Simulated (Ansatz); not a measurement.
## SiC(10-10)/MgS(100) interface (76 atoms): a reference run and its variants

The cell holds 76 atoms: 24 Si, 24 C, 14 Mg and 14 S. Cell: a = 11.823 Å, b = 7.958 Å, c = 10.748 Å, α = 90.0°, β = 90.0°, γ = 98.0°. It derives from SiC and MgS. Wurtzite SiC(10-10), 2 repeat layers, 6 surface cells, strained -0.00 and +0.00 %; rock-salt MgS(100), 2 layers, 7 cells, +1.68 and -3.21 %; outer planes 2.43 Å apart and 2.15 Å at the second interface of the periodic stack; not relaxed, displaced by a Gaussian of 0.02 Å. Regions: SiC, 48 atoms (24 Si and 24 C); MgS, 28 atoms (14 Mg and 14 S).

Geometry: as built.

Reference run: Kohn-Sham DFT, PBE, PAW (set soft_2), plane waves (Ansatz 0.2.0), cutoff 420 eV, k-mesh 3×5×3, fermi-dirac smearing of 0.025 eV.

* r.m.s. force component: 1.063 eV/Å
* pressure: 3.44 GPa
* spacing of highest filled and lowest empty level: 0.0049 eV
* SCF cycles: 11
* time: 9.8 min on 4 threads of Arm Neoverse V2, shared host

**Question.** The cell is repeated and solved at Γ. How do error, time and memory go?
- plane waves, 76 atoms (1×1×1)
- support functions, 76 atoms (1×1×1)
- plane waves, 152 atoms (1×2×1)
- support functions, 152 atoms (1×2×1)

Differences are against the typed cell on a 3×5×3 mesh, which samples like Γ on 3420 atoms (r.m.s. force component 1.06 eV/Å). Every repeated cell is solved at Γ, and forces are averaged over the copies of each atom. Hardware: 4 threads of Arm Neoverse V2, shared host.

| atoms | repeats | basis | Δ force, r.m.s. (meV/Å) | Δ energy (meV/atom) | less plane waves of the same size (meV/atom) | spread among copies (meV/Å) | SCF cycles | time | host memory (GiB) |
| --- | --- | --- | --- | --- | --- | --- | --- | --- | --- |
| 76 | 1×1×1 | plane waves | 115 | 15.1 | - | - | 10 | 5.7 s | 1.1 |
| 76 | 1×1×1 | support functions | 115 | 13.8 | -1.3 | - | 11 | 55 s | 2.1 |
| 152 | 1×2×1 | plane waves | 62.8 | 4.95 | - | 0 | 10 | 25 s | 2.9 |
| 152 | 1×2×1 | support functions | 62.7 | 3.67 | -1.3 | 0 | 12 | 1.8 min | 3.9 |

Repeating the cell at Γ samples more k-points: in plane waves the energy difference from the dense mesh goes from 15.1 meV/atom at 76 atoms to 4.95 at 152, and the force difference from 115 to 63 meV/Å. At equal size the support functions lie 1.3 meV/atom below plane waves, likely because their grid holds more waves than 420 eV; no run tests this. At the largest size the support functions' forces differ from the reference by 5.9 % of the r.m.s. force, which holds the difference of sampling between the two as well as that of the basis.

[Hosts, paths, dates, database ids (printed as entryN), source tags and the programs' standing remarks are cut or masked in the printed files.]
